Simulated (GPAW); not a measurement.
Entries from a set of simulations; values are calculated unless marked as measured.

**CsGeBr3 (R3m): one start, several treatments of the self-energy**

It takes space group R3m (No. 160, trigonal). The conventional cell has a = 7.939 Å, b = 7.939 Å, c = 10.005 Å, α = 90.00°, β = 90.00°, γ = 120.00°. Nearest to Cs lie 12 Br at 3.97 to 4.09 Å. Nearest to Ge lie 6 Br at 2.55 to 3.14 Å. Br has 2 Ge at 2.55 to 3.14 Å and 4 Cs at 3.97 to 4.09 Å nearest. Farther neighbours and most contacts between anions are not listed.

| Quantity | Value |
| --- | --- |
| method | DFT, LDA, plane waves, PAW (and 3 further levels or steps) |
| program | GPAW 26.7.0 |
| settings of one run | cutoff 450 eV, GPAW PAW setups 1.2.1 data release, 2×2×2 k-mesh, nbands 622 |
| cost | 6 runs, 8.3 min in all on 4 MPI ranks of Arm Neoverse V2, shared host (the runs of this entry) |
| notes | The cell and positions are those that the Materials Project relaxed with its own functionals (PBE, PBE+U or r2SCAN), kept fixed. Limits: no spin-orbit coupling. Bands and cutoff are finite, so the gap is not at the basis limit. The miss can reach some tenths of an eV and take either sign; the mesh is an error of its own. The program warns of a poor linear fit in the extrapolation of some level, so the extrapolated values are rough. The 2×2×2 mesh is coarse for this cell, which bears on the long-range parts of exchange and screening. |
| G0W0, Godby-Needs plasmon pole | 2.156 eV |
| one-shot HSE06 | 1.987 eV |
| G0W0, extrapolated in the cutoff | 2.339 eV |
| one-shot Hartree-Fock | 7.284 eV |
| G0W0, full frequency, Hilbert transform | 2.123 eV |
| known limits | not at the basis limit; no spin-orbit coupling; coarse k mesh |

One-shot HSE06: −0.169 eV against G0W0, Godby-Needs plasmon pole. G0W0, extrapolated in the cutoff: +0.183 eV against G0W0, Godby-Needs plasmon pole, at other bands or cutoff, so not like for like.

[Runs of the session that timed out or met a known fault of the program may be left out.]

[Hosts, paths, dates, database ids (printed as entryN), source tags and the programs' standing remarks are cut or masked in the printed files.]
